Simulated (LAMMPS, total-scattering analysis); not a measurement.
**fcc solid solution (Cu0.44,Ni0.56): cell edge against temperature**

Simulated by classical molecular dynamics (LAMMPS) with the EAM Cu-Ni potential (Onat and Durukanoglu, J. Phys.: Condens. Matter 26, 035404 (2014)); 500 atoms, zero pressure, classical nuclei. An empirical potential describes the real material only near what it was fitted to; melting points and liquid densities can be off by several percent.

| T (K) | cell edge (Å) |
| --- | --- |
| 100 | 3.5821 |
| 300 | ? |
| 880 | 3.6283 |
| 1090 | 3.6411 |
| 1250 | 3.6556 |

**Task.** Fit a straight line to the known rows, say what its slope means, and predict the withheld row.

The means are x̄ = 830 and ȳ = 3.62677. Σ(x − x̄)(y − ȳ) = 48.52 and Σ(x − x̄)² = 7.794e+05, so the slope is 6.225e-05 and the intercept 3.57510. The residuals are +0.0008, -0.0016, -0.0019, +0.0027.

The slope over the edge is the mean linear expansion, 6.23e-05/3.5821 = 17.4×10⁻⁶ K⁻¹; classical dynamics keeps it finite down to 0 K, where a real crystal's goes to zero.

At 300 K the line gives 3.5938; the run gave 3.5924, a miss of +0.0014, 2 % of the range covered. With all rows in view, the slope between neighbours runs 5.15e-05, 6.19e-05, 6.1e-05, 9.06e-05: no steady trend, so single short runs can't tell curvature from noise.
